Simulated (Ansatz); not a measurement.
**NO on Rh(100): change of the work function**

How does NO on the top site change the work function of Rh(100) as the layer fills?

Program: Ansatz 0.2.0. Level of theory: plane-wave DFT, PBE, Ansatz PAW, in the first sound run; inputs show where later runs differ. Results are calculated unless marked as measured.

## 1. Starting point

The cell holds 4 atoms: 4 Rh. Cell: a = 2.687 Å, b = 2.687 Å, c = 23.700 Å, α = 90.0°, β = 90.0°, γ = 90.0°. Vacuum lies along c.

## 2. The clean slab

The bare slab comes first, as the zero from which every change is counted. The two lowest layers are held at bulk places and the upper ones relax. The dipole correction removes the false field that a one-sided slab makes across the periodic vacuum, so each face gets a flat vacuum level of its own.

The input, input.yaml:

```yaml
crystal:
  lattice:
    - [2.6870057685, 0.0, 0.0]
    - [0.0, 2.6870057685, 0.0]
    - [0.0, 0.0, 23.7]
  atoms:
    - { symbol: Rh, position: [0.5, 0.5, 0.3797468354] }
    - { symbol: Rh, position: [0.0, 0.0, 0.4599156118] }
    - { symbol: Rh, position: [0.5, 0.5, 0.5400843882] }
    - { symbol: Rh, position: [0.0, 0.0, 0.6202531646] }
kpoints:
  mp_grid: { grid: [11, 11, 1] }
hamiltonian:
  xc: pbe
scf:
  occupations: { method: fermi_dirac, width: 0.1 }
  convergence: { dr2_threshold: 1.0e-08 }
efield:
  axis: 3
  dipole_correction: true
  ramp_position: 0.97
  ramp_width: 0.06
relax:
  f_tol: 0.02
  max_steps: 60
  constraints: [{ sites: [0, 1] }]
output:
  write_potential: true
  write_density: true
  volumetric_format: npy
```

Command:

```console
> ansatz run input.yaml --threads 4 --pin off --max-ram 12288MiB --backend cpu --events-out ev --progress --plain --runs-dir out
```

Numbers of over 12 decimals in the logs are rounded to 6 here.

What it wrote:

```text
Engine: ansatz 0.2.0, aarch64-unknown-linux-gnu
Pseudopotentials: kind: paw
Pseudopotential: Rh, paw, valence charge 17, recommended cutoff 420 eV (normal), Rh.paw.azcp
Functional definition: PBE
  parameter kappa = 0.804
  parameter beta = 0.066725
  exchange = pbe_x(kappa = kappa, mu = beta*pi^2/3)
  correlation = pbe_c(beta = beta)
Crystal: 4 atoms, lattice volume = 171.114 Å³
Basis set: ecut = 420 eV, 3379 PW (Γ), exchange–correlation on 36×36×320 points (8 copies of the dense FFT grid, shifted against one another)
Bands: 41, of which v1, the nominal top of the filled ones, is band 34 counted from 1 (33 counted from 0)
Symmetry: 8 space group operations
k-points: 21 of 121
Non-local potential: Rh, projectors of the file, l = 0: 3, l = 1: 2, l = 2: 2, l = 3: 1
PAW form: soft (Blöchl's): semilocal exchange-correlation on the pseudo side does not see the compensation charge
PAW one-centre angular grid: Rh, 590 points (default); XC on 64 Gauss nodes
Initial density: superposition of atomic densities (neutral atoms: chi_scale 0, normalization atom), corrected by the library's trained network
Initial wavefunctions: pseudopotential atomic-orbital guess
Functional: x = pbe(κ = 0.804, μ = 0.219515), c = pbe(β = 0.066725)
SCF iter   1: F=—  HF=-25609.461178 eV  |F-HF|=—  |Δ(HF+E_count)|=         —  Δρ=5.36e-3  dr2=1.89e-1  ethr=1.77e-3  p=0.000 e·Å  D=3.74e-14 V/Å  ΔV_dip=-0.00 eV  dr2_dipole=5.35e-7  V_vac-E_F(+/−)=4.75/4.75 eV  ⟨swp⟩=8.4  Hψ=4094  notcnv=0
efield: sawtooth ramp at fractional position 0.9700 (set: `efield.ramp_position`, or a place that a band, a saddle search or an elastic batch's reference lends), width 0.0600; the density the first Hamiltonian is built on has a dipole p = 0.000 e·Å; the dipole correction subtracts the counter field D = 3.74e-14 V/Å, which shifts the + side's vacuum level by -0.00 eV against the − side's; the planar-averaged density in the ramp window peaks in size at 4.1e-6 e/Å³
preconditioner: auto → LDOS  [metal: Δε(μ)=0.017 eV  Ē_g=5.319 eV  σ=0.100 eV  W_gap=0.04  n_scr=20 (ndim 8)  ℏωp=17.0 eV  f_vac=0.612  D(μ)=7.33/eV (n_scr^D=64)  β→1.0]
SCF iter   2: F=—  HF=-25609.456799 eV  |F-HF|=—  |Δ(HF+E_count)|=   4.38e-3  Δρ=4.02e-3  dr2=2.59e-2  ethr=2.77e-4  p=-0.000 e·Å  D=-7.10e-6 V/Å  ΔV_dip=0.00 eV  dr2_dipole=1.09e-5  V_vac-E_F(+/−)=5.08/5.08 eV  ⟨swp⟩=2.5  Hψ=1346  notcnv=0  defer=3
SCF iter   3: F=—  HF=-25609.454055 eV  |F-HF|=—  |Δ(HF+E_count)|=   2.74e-3  Δρ=1.22e-3  dr2=6.46e-3  ethr=3.81e-5  p=0.000 e·Å  D=5.46e-5 V/Å  ΔV_dip=-0.00 eV  dr2_dipole=4.89e-6  V_vac-E_F(+/−)=5.02/5.02 eV  ⟨swp⟩=2.2  Hψ=1457  notcnv=0  defer=3
SCF iter   4: F=—  HF=-25609.453579 eV  |F-HF|=—  |Δ(HF+E_count)|=   4.76e-4  Δρ=6.30e-4  dr2=8.42e-4  ethr=9.50e-6  p=0.000 e·Å  D=3.39e-5 V/Å  ΔV_dip=-0.00 eV  dr2_dipole=1.02e-7  V_vac-E_F(+/−)=5.04/5.04 eV  ⟨swp⟩=2.1  Hψ=1202  notcnv=0  defer=3
SCF iter   5: F=—  HF=-25609.453496 eV  |F-HF|=—  |Δ(HF+E_count)|=   8.27e-5  Δρ=1.44e-4  dr2=9.58e-5  ethr=1.24e-6  p=0.000 e·Å  D=8.08e-6 V/Å  ΔV_dip=-0.00 eV  dr2_dipole=2.70e-8  V_vac-E_F(+/−)=5.06/5.06 eV  ⟨swp⟩=1.9  Hψ=1072  notcnv=0  defer=3
SCF iter   6: F=—  HF=-25609.453323 eV  |F-HF|=—  |Δ(HF+E_count)|=   1.74e-4  Δρ=2.57e-5  dr2=1.74e-6  ethr=1.41e-7  p=0.000 e·Å  D=7.76e-6 V/Å  ΔV_dip=-0.00 eV  dr2_dipole=1.74e-9  V_vac-E_F(+/−)=5.07/5.07 eV  ⟨swp⟩=2.5  Hψ=1418  notcnv=0  defer=3
SCF iter   7: F=—  HF=-25609.453332 eV  |F-HF|=—  |Δ(HF+E_count)|=   9.85e-6  Δρ=1.18e-5  dr2=3.95e-7  ethr=2.56e-9  p=0.000 e·Å  D=1.27e-6 V/Å  ΔV_dip=-0.00 eV  dr2_dipole=3.34e-10  V_vac-E_F(+/−)=5.07/5.07 eV  ⟨swp⟩=2.7  Hψ=1640  notcnv=0  defer=3
SCF iter   8: F=—  HF=-25609.453333 eV  |F-HF|=—  |Δ(HF+E_count)|=   4.34e-8  Δρ=7.32e-6  dr2=1.16e-7  ethr=5.81e-10  p=-0.000 e·Å  D=-7.40e-9 V/Å  ΔV_dip=0.00 eV  dr2_dipole=2.88e-10  V_vac-E_F(+/−)=5.07/5.07 eV  ⟨swp⟩=2.2  Hψ=1264  notcnv=0  defer=3
SCF iter   9: F=-25609.453333 eV  HF=-25609.453333 eV  |F-HF|=8.78e-8  |Δ(HF+E_count)|=   2.78e-7  Δρ=2.17e-6  dr2=5.73e-9  ethr=1.47e-11  p=-0.000 e·Å  D=-6.87e-8 V/Å  ΔV_dip=0.00 eV  dr2_dipole=2.22e-11  V_vac-E_F(+/−)=5.07/5.07 eV  ⟨swp⟩=8.9  Hψ=6760  notcnv=0
SCF 1 converged in 9 iterations: F = -25609.453333 eV  dr2 = 5.73e-9
  greatest PAW one-centre occupation: 1.000 electrons in one spin orbital (limit 2), on the Rh atom at site 1 (counted from 0), in its partial waves of l = 0
relax step   1: F+E_penalty+E_count = -25609.45333289 eV  Δ(F+E_penalty+E_count) = +0.000e0 eV  max|allowed force component| = 4.393e-1 eV/Å  Δτ_max = 0.0000 Å  (9 SCF iters, accepted)
Initial density: handed on by an earlier stage of this run
Initial wavefunctions: those handed on with the density
iter 1 solved again at ethr=7.22e-6 eV; its pass at ethr=3.10e-3 eV (dr2=4.91e-3 eV) is discarded
SCF iter   1: F=—  HF=-25609.462163 eV  |F-HF|=—  |Δ(HF+E_count)|=         —  Δρ=2.89e-3  dr2=4.86e-3  ethr=7.22e-6  p=-0.000 e·Å  D=-2.88e-8 V/Å  ΔV_dip=0.00 eV  dr2_dipole=1.77e-4  V_vac-E_F(+/−)=5.07/5.07 eV  ⟨swp⟩=3.0  Hψ=3017  notcnv=0  defer=3
efield: sawtooth ramp at fractional position 0.9700 (set: `efield.ramp_position`, or a place that a band, a saddle search or an elastic batch's reference lends), width 0.0600; the density the first Hamiltonian is built on has a dipole p = -0.000 e·Å; the dipole correction subtracts the counter field D = -2.88e-8 V/Å, which shifts the + side's vacuum level by +0.00 eV against the − side's; the planar-averaged density in the ramp window peaks in size at 3.8e-6 e/Å³
preconditioner: auto → LDOS  [metal: Δε(μ)=0.012 eV  Ē_g=5.344 eV  σ=0.100 eV  W_gap=0.03  n_scr=20 (ndim 8)  ℏωp=17.0 eV  f_vac=0.613  D(μ)=7.46/eV (n_scr^D=64)  β→1.0]
SCF iter   2: F=—  HF=-25609.461933 eV  |F-HF|=—  |Δ(HF+E_count)|=   2.30e-4  Δρ=1.04e-3  dr2=1.49e-3  ethr=7.15e-6  p=0.000 e·Å  D=4.44e-4 V/Å  ΔV_dip=-0.01 eV  dr2_dipole=2.01e-4  V_vac-E_F(+/−)=5.07/5.08 eV  ⟨swp⟩=2.1  Hψ=1483  notcnv=0  defer=3
SCF iter   3: F=—  HF=-25609.461608 eV  |F-HF|=—  |Δ(HF+E_count)|=   3.24e-4  Δρ=3.57e-4  dr2=2.40e-4  ethr=2.20e-6  p=-0.000 e·Å  D=-1.22e-4 V/Å  ΔV_dip=0.00 eV  dr2_dipole=2.70e-6  V_vac-E_F(+/−)=5.08/5.08 eV  ⟨swp⟩=2.4  Hψ=1608  notcnv=0  defer=3
SCF iter   4: F=—  HF=-25609.461566 eV  |F-HF|=—  |Δ(HF+E_count)|=   4.25e-5  Δρ=1.14e-4  dr2=2.92e-5  ethr=3.53e-7  p=-0.000 e·Å  D=-4.28e-5 V/Å  ΔV_dip=0.00 eV  dr2_dipole=9.93e-7  V_vac-E_F(+/−)=5.08/5.08 eV  ⟨swp⟩=3.1  Hψ=1609  notcnv=0  defer=3
SCF iter   5: F=—  HF=-25609.461365 eV  |F-HF|=—  |Δ(HF+E_count)|=   2.01e-4  Δρ=3.54e-5  dr2=5.10e-6  ethr=4.29e-8  p=-0.000 e·Å  D=-2.63e-5 V/Å  ΔV_dip=0.00 eV  dr2_dipole=9.47e-7  V_vac-E_F(+/−)=5.08/5.08 eV  ⟨swp⟩=2.0  Hψ=1243  notcnv=0  defer=3
SCF iter   6: F=—  HF=-25609.461368 eV  |F-HF|=—  |Δ(HF+E_count)|=   3.61e-6  Δρ=1.76e-5  dr2=9.88e-7  ethr=7.50e-9  p=-0.000 e·Å  D=-6.20e-5 V/Å  ΔV_dip=0.00 eV  dr2_dipole=7.79e-8  V_vac-E_F(+/−)=5.08/5.08 eV  ⟨swp⟩=1.9  Hψ=1093  notcnv=0  defer=3
SCF iter   7: F=—  HF=-25609.461369 eV  |F-HF|=—  |Δ(HF+E_count)|=   3.59e-7  Δρ=4.71e-6  dr2=3.78e-8  ethr=1.45e-9  p=-0.000 e·Å  D=-5.99e-5 V/Å  ΔV_dip=0.00 eV  dr2_dipole=6.67e-9  V_vac-E_F(+/−)=5.08/5.08 eV  ⟨swp⟩=2.0  Hψ=1236  notcnv=0  defer=3
SCF iter   8: F=-25609.461369 eV  HF=-25609.461369 eV  |F-HF|=8.10e-9  |Δ(HF+E_count)|=   8.57e-8  Δρ=1.31e-6  dr2=3.69e-9  ethr=1.47e-11  p=-0.000 e·Å  D=-6.02e-5 V/Å  ΔV_dip=0.00 eV  dr2_dipole=1.18e-9  V_vac-E_F(+/−)=5.08/5.08 eV  ⟨swp⟩=10.3  Hψ=6547  notcnv=0
SCF 2 converged in 8 iterations: F = -25609.461369 eV  dr2 = 3.69e-9
  greatest PAW one-centre occupation: 1.000 electrons in one spin orbital (limit 2), on the Rh atom at site 2 (counted from 0), in its partial waves of l = 0
relax step   2: F+E_penalty+E_count = -25609.46136891 eV  Δ(F+E_penalty+E_count) = -8.036e-3 eV  max|allowed force component| = 5.857e-2 eV/Å  Δτ_max = 0.0433 Å  (8 SCF iters, accepted)
SCF iter   1: F=—  HF=-25609.461735 eV  |F-HF|=—  |Δ(HF+E_count)|=         —  Δρ=4.46e-4  dr2=4.40e-4  ethr=1.60e-6  p=-0.000 e·Å  D=-6.02e-5 V/Å  ΔV_dip=0.00 eV  dr2_dipole=1.00e-4  V_vac-E_F(+/−)=5.08/5.08 eV  ⟨swp⟩=3.0  Hψ=1925  notcnv=0  defer=3
efield: sawtooth ramp at fractional position 0.9700 (set: `efield.ramp_position`, or a place that a band, a saddle search or an elastic batch's reference lends), width 0.0600; the density the first Hamiltonian is built on has a dipole p = -0.000 e·Å; the dipole correction subtracts the counter field D = -6.02e-5 V/Å, which shifts the + side's vacuum level by +0.00 eV against the − side's; the planar-averaged density in the ramp window peaks in size at 5.8e-6 e/Å³
preconditioner: auto → LDOS  [metal: Δε(μ)=0.010 eV  Ē_g=5.347 eV  σ=0.100 eV  W_gap=0.03  n_scr=20 (ndim 8)  ℏωp=17.0 eV  f_vac=0.613  D(μ)=7.47/eV (n_scr^D=64)  β→1.0]
SCF iter   2: F=—  HF=-25609.461727 eV  |F-HF|=—  |Δ(HF+E_count)|=   8.55e-6  Δρ=1.85e-4  dr2=7.46e-5  ethr=6.48e-7  p=-0.000 e·Å  D=-1.23e-4 V/Å  ΔV_dip=0.00 eV  dr2_dipole=1.68e-5  V_vac-E_F(+/−)=5.08/5.08 eV  ⟨swp⟩=2.4  Hψ=1557  notcnv=0  defer=3
SCF iter   3: F=—  HF=-25609.461522 eV  |F-HF|=—  |Δ(HF+E_count)|=   2.04e-4  Δρ=1.25e-4  dr2=3.07e-5  ethr=1.10e-7  p=0.000 e·Å  D=3.17e-5 V/Å  ΔV_dip=-0.00 eV  dr2_dipole=3.38e-6  V_vac-E_F(+/−)=5.08/5.08 eV  ⟨swp⟩=2.3  Hψ=1592  notcnv=0  defer=3
SCF iter   4: F=—  HF=-25609.461517 eV  |F-HF|=—  |Δ(HF+E_count)|=   5.28e-6  Δρ=1.79e-5  dr2=1.47e-6  ethr=4.52e-8  p=-0.000 e·Å  D=-3.97e-5 V/Å  ΔV_dip=0.00 eV  dr2_dipole=1.88e-7  V_vac-E_F(+/−)=5.08/5.08 eV  ⟨swp⟩=2.7  Hψ=1583  notcnv=0  defer=3
SCF iter   5: F=—  HF=-25609.461519 eV  |F-HF|=—  |Δ(HF+E_count)|=   2.32e-6  Δρ=7.86e-6  dr2=2.20e-7  ethr=2.16e-9  p=-0.000 e·Å  D=-4.05e-5 V/Å  ΔV_dip=0.00 eV  dr2_dipole=2.75e-8  V_vac-E_F(+/−)=5.08/5.08 eV  ⟨swp⟩=2.3  Hψ=1299  notcnv=0  defer=3
SCF iter   6: F=—  HF=-25609.461519 eV  |F-HF|=—  |Δ(HF+E_count)|=   2.11e-7  Δρ=2.81e-6  dr2=1.89e-8  ethr=3.24e-10  p=-0.000 e·Å  D=-3.81e-5 V/Å  ΔV_dip=0.00 eV  dr2_dipole=8.12e-10  V_vac-E_F(+/−)=5.08/5.08 eV  ⟨swp⟩=1.7  Hψ=949  notcnv=0  defer=3
SCF iter   7: F=-25609.461519 eV  HF=-25609.461519 eV  |F-HF|=1.98e-8  |Δ(HF+E_count)|=   3.44e-8  Δρ=7.12e-7  dr2=1.07e-9  ethr=1.47e-11  p=-0.000 e·Å  D=-4.01e-5 V/Å  ΔV_dip=0.00 eV  dr2_dipole=1.12e-10  V_vac-E_F(+/−)=5.08/5.08 eV  ⟨swp⟩=9.8  Hψ=6184  notcnv=0
SCF 3 converged in 7 iterations: F = -25609.461519 eV  dr2 = 1.07e-9
relax step   3: F+E_penalty+E_count = -25609.46151941 eV  Δ(F+E_penalty+E_count) = -1.505e-4 eV  max|allowed force component| = 2.385e-3 eV/Å  Δτ_max = 0.0061 Å  (7 SCF iters, accepted)
NSCF: frozen V_eff on 21 k-points
the band table was solved once a step of the walk had ended and its energy, with any forces and stress, was formed, with the checks that follow a solve (4339 applications of the Hamiltonian). They found nothing against the state; the energy, forces and stress were not computed again (output.eigenvalues in the input reference)
WARN: The input density's exchange-correlation potential varies sharply where the density is thin. Do not read a vacuum level from v_tot or v_xc, or from such a field of the output density. On a cell that repeats whose density bears no net charge and no dipole along the vacuum's axis use v_es (v_loc + v_h of the components); under efield.dipole_correction with no amplitude use v_es + v_field, which holds any external [...]
SCF converged after 7 iterations
Free energy (F): -25609.461519 eV
Harris-Foulkes:  -25609.461519 eV  (|F-HF|=1.98e-8)
Internal energy: -25609.218558 eV  (E = F + TS)
E sigma→0 (E₀):  -25609.340039 eV
Entropy (-TS):   -0.242961 eV (-60.740 meV/atom)
Fermi energy:    3.753340 eV
Dipole field:    D = -0.000056 V/Å  (p = -0.000053 e·Å, saw-weighted, corrected)
Work function:   Φ+ = 5.0815 eV   Φ− = 5.0802 eV
Levels:          The Fermi level and band energies are counted from a zero that moves with the ramp; work functions are not
--- Per-component energies (eV) ---
  E_band       = -1583.092131
  E_kinetic    = 2289.335409
  E_local      = -113677.750729  (includes V_loc(G=0)·N_el)
  E_nonlocal   = 1422.982828
  E_hartree    = 55289.131186
  E_xc         = -883.759154
  E_vxc        = -1108.912305  (∫ρ·V_xc dr)
  E_paw        = -14349.314853  (= ΣΔE_a)
  E_vpaw       = -1087.017077  (= ΣTr[D̂ρ^β])
  E_aug_tail   = 0.003422  (compensation charges beyond the density's cutoff)
  E_efield     = 0.000000  (sawtooth field / dipole correction)
  E_vefield    = 0.000035  (∫n·V_field dr)
  E_ewald      = 44300.153333
  E_smearing   = -0.242961  (= −TS)
  E_closure    = 0.000000  (closes the sum)
  Σ components = -25609.461519   (vs F -25609.461519, Δ=0.00e0)
--- Forces (eV/Å), atoms counted from 1 ---
  atom   1  Rh     0.00000000     0.00000000     0.26151422
  atom   2  Rh     0.00000000     0.00000000    -0.26387949
  atom   3  Rh     0.00000000     0.00000000    -0.00004692
  atom   4  Rh    -0.00000000     0.00000000     0.00238476
  max |Σ_I F_I| component: 2.74e-5 eV/Å
--- Band table (eV; the first three rows and the last of 21) ---
  k-point 0: bands = [... 30 lower, 2.6734, 3.0200, 3.5388, 3.6270, 3.6270, 4.2154, 4.3945, 4.5109, ... 3 higher]
  k-point 1: bands = [... 30 lower, 2.9924, 3.0524, 3.1327, 3.1341, 3.8928, 3.9016, 4.0223, 4.2761, ... 3 higher]
  k-point 2: bands = [... 30 lower, 2.6348, 2.8037, 2.8736, 2.8891, 3.7546, 3.7865, 4.0882, 4.2613, ... 3 higher]
  k-point 20: bands = [... 30 lower, 3.9801, 4.0259, 4.4934, 4.6185, 5.0385, 5.1238, 7.8759, 8.8148, ... 3 higher]
--- Relaxed structure (3 steps of the walk, 3 accepted, 0 SCFs on fresh bases) ---
  F+E_penalty+E_count = -25609.46151941 eV   max|allowed force component| = 2.385e-3 eV/Å
  atoms:
    - { symbol: Rh, position: [0.500000, 0.500000, 0.3797468354] }
    - { symbol: Rh, position: [0.0, 0.0, 0.4599156118] }
    - { symbol: Rh, position: [0.500000, 0.500000, 0.541654] }
    - { symbol: Rh, position: [0, 0.0, 0.620251] }
```

Wall time 13 s (4 threads of Arm Neoverse V1, shared host); peak memory 0.48 GiB; 52 s of CPU time.

Relaxation path:

```tsv
step	energy less that of the first step (eV)	largest force component (eV/Å)
1	0.0000	0.4393
2	-0.0080	0.0586
3	-0.0082	0.0024
```

The run keeps the 8 symmetry operations that it works with, so distortions that break them were not tested.

The atoms that moved most (Å):

```tsv
atom	dx	dy	dz	length
Rh3	0.000	0.000	0.037	0.037
```

Final coordinates:

```cif
data_structure
_symmetry_space_group_name_H-M 'P 1'
_symmetry_Int_Tables_number 1
_cell_length_a 2.6870
_cell_length_b 2.6870
_cell_length_c 23.7000
_cell_angle_alpha 90.000
_cell_angle_beta 90.000
_cell_angle_gamma 90.000
_cell_volume 171.11
loop_
_atom_site_label
_atom_site_type_symbol
_atom_site_fract_x
_atom_site_fract_y
_atom_site_fract_z
_atom_site_occupancy
Rh1 Rh 0.50000 0.50000 0.37975 1
Rh2 Rh 0.00000 0.00000 0.45992 1
Rh3 Rh 0.50000 0.50000 0.54165 1
Rh4 Rh 0.00000 0.00000 0.62025 1
```

Numbers from this step:

```yaml
energy_at_zero_smearing: -25609.3400 eV
work_function_upper_face: 5.082 eV
dipole_along_the_normal: -5.25e-5 e·Å
```

Running mean over 1.9 Å of the planar mean; the ramp of the sawtooth is left out. Table of electron's electrostatic potential energy less the Fermi level by z:

z (Å), electron's electrostatic potential energy less the Fermi level (eV) and a bar from the least value:
```
      3.0        5.1 ##############################
      3.5        5.1 ##############################
      4.0        5.1 ##############################
      4.5        5.1 ##############################
      5.0        5.1 ##############################
      5.5        5.1 ##############################
      6.0        5.0 ##############################
      6.5        4.9 ##############################
      7.0        4.4 #############################
      7.5        2.2 #########################
      8.0       -3.6 ################
      8.5       -9.8 ######
      9.0      -12.4 ##
      9.5      -12.8 #
     10.0      -13.0 #
     10.5      -13.1 #
     11.0      -13.1 #
     11.5      -12.8 #
     12.0      -12.7 #
     12.5      -13.0 #
     13.0      -13.3 
     13.5      -13.5 
     14.0      -13.4 
     14.5      -12.9 #
     15.0      -11.4 ###
     15.5       -6.3 ############
     16.0        0.3 ######################
     16.5        3.9 ############################
     17.0        4.8 #############################
     17.5        5.0 ##############################
     18.0        5.1 ##############################
     18.5        5.1 ##############################
     19.0        5.1 ##############################
     19.5        5.1 ##############################
     20.0        5.1 ##############################
     20.5        5.1 ##############################
```

The relaxation took 3 steps and lowered the energy by 0.0082 eV; the largest force on the free atoms ends at 0.0024 eV/Å.

The work function of the upper face is 5.08 eV.

[end of part 1 of 5]

[Logs are printed without paths, hosts, clocks, repeated set-up lines and the standing remarks that a program may print on its own settings, such as how far it seeks lower states.]

[Hosts, paths, dates, database ids (printed as entryN), source tags and the programs' standing remarks are cut or masked in the printed files.]

[Maps of the electrostatic potential energy from Ansatz leave out the sawtooth potential of an applied field or a dipole correction, so their vacuum need not be flat; planar profiles and work functions include it.]
